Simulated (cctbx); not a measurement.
**Accept or mend?**

Cell a = 4.3290 Å, b = 15.5560 Å, c = 9.6850 Å, α = 90.00°, β = 90.00°, γ = 90.00°; space group Imm2 (no. 44).

Simulated single-crystal data (cctbx): Mo Kα, λ = 0.71073 Å, to d = 0.7 Å, 50 % of the full sphere, strongest reflection 20000 counts, noise from counting, a 2 % proportional error and a noise floor of 15 counts (s.d.); no absorption.

An anisotropic refinement with weights 1/σ² prints:

```text
Rint 0.024, 1010 unique reflections to 0.70 A
cycle     R1     wR2    GooF  max shift (A)
   1  0.0666  0.1484   4.588   0.02602
   2  0.0614  0.1360   4.205   0.00003
final R1 0.0614 wR2 0.1360 GooF 4.205  parameters 30  data/parameter 33.7
atom        x        y        z      Ueq    occ   su(xyz)  su(Uiso or U11)
Pb1    0.00000  0.73764  0.22673   0.0034  1.000  0.00013  0.0005
Pb2    0.50000  0.50000  0.47239   0.0037  1.000  0.00016  0.0007
Pb3    0.00000  0.50000  0.00675   0.0029  1.000  0.00015  0.0008
Te1    0.00000  0.50000  0.28780   0.0042  1.000  0.00029  0.0013
Br1    0.00000  0.62013  0.70740   0.0013  1.000  0.00032  0.0011  NPD
Cl1    0.00000  0.80768  0.93140   0.0039  1.000  0.00078  0.0033  NPD
difference map: max 30.73 min -5.96 rms 1.17
Q1    0.0000  0.1356  0.5368    4   31.23  3.04 A from Pb3
Q2    0.0000  0.1335  0.8983    4    9.34  0.97 A from Cl1
Q3    0.0000  0.4036  0.6500    4    8.15  0.67 A from Br1
Q4    0.0000  0.3642  0.4471    4    7.54  2.34 A from Cl1
Q5    0.0000  0.1116  0.6863    4    6.87  2.69 A from Cl1
Q6    0.0000  0.1329  0.4306    4    6.65  2.82 A from Pb1
```

**Question.** Can this result stand? If not, what is the likely fault?

Mend it. The fault: an atom left out, Cl at (1/2, 0.3645, 0.0348). Against the right model at the same level, R1 goes from 0.0141 to 0.0614 and GooF from 0.93 to 4.21, U of Br1 shrinks from 0.0057 to 0.0013 Å², the top difference peak, 31.2 e/Å³, lies 3.04 Å from Pb3 and Br1 and Cl1 go non-positive-definite. Q1 is the missing atom. With scattering power missing, scale and phases suffer, so peaks may also grow on the heavy atoms.

The compound is TePb4Br2Cl4. The right model at the same level gives:

```text
Rint 0.024, 1010 unique reflections to 0.70 A
cycle     R1     wR2    GooF  max shift (A)
   1  0.0142  0.0303   0.940   0.00068
   2  0.0141  0.0301   0.932   0.00003
final R1 0.0141 wR2 0.0301 GooF 0.932  parameters 36  data/parameter 28.1
atom        x        y        z      Ueq    occ   su(xyz)  su(Uiso or U11)
Pb1    0.00000  0.73773  0.22679   0.0034  1.000  0.00003  0.0001
Pb2    0.50000  0.50000  0.47204   0.0033  1.000  0.00003  0.0002
Pb3    0.00000  0.50000  0.00666   0.0034  1.000  0.00003  0.0002
Te1    0.00000  0.50000  0.28764   0.0051  1.000  0.00007  0.0003
Br1    0.00000  0.61940  0.70982   0.0057  1.000  0.00008  0.0003
Cl1    0.00000  0.80795  0.93147   0.0059  1.000  0.00019  0.0007
Cl2    0.50000  0.36421  0.03645   0.0071  1.000  0.00020  0.0009
Flack x: 0.004(8)
Hooft y: 0.014(8)  Bijvoet pairs: 423
difference map: max 1.11 min -1.15 rms 0.25
Q1    0.0000  0.3408  0.8002    4    1.14  1.07 A from Br1
Q2    0.0000  0.4011  0.6181    4    1.07  0.94 A from Br1
Q3    0.0000  0.3760  0.8647    4    0.95  1.50 A from Br1
Q4    0.0756  0.5000  0.1740    4    0.94  1.15 A from Te1
Q5    0.0000  0.2415  0.4254    4    0.93  1.95 A from Pb1
Q6    0.0880  0.0583  0.6857    8    0.93  1.92 A from Cl2
```

The model is made up (kin elements in a known structure type, no relaxation), so it says nothing on whether the phase exists.

[Middle refinement cycles are left out of these outputs.]

[Logs are printed without paths, hosts, clocks, repeated set-up lines and the standing remarks that a program may print on its own settings, such as how far it seeks lower states.]
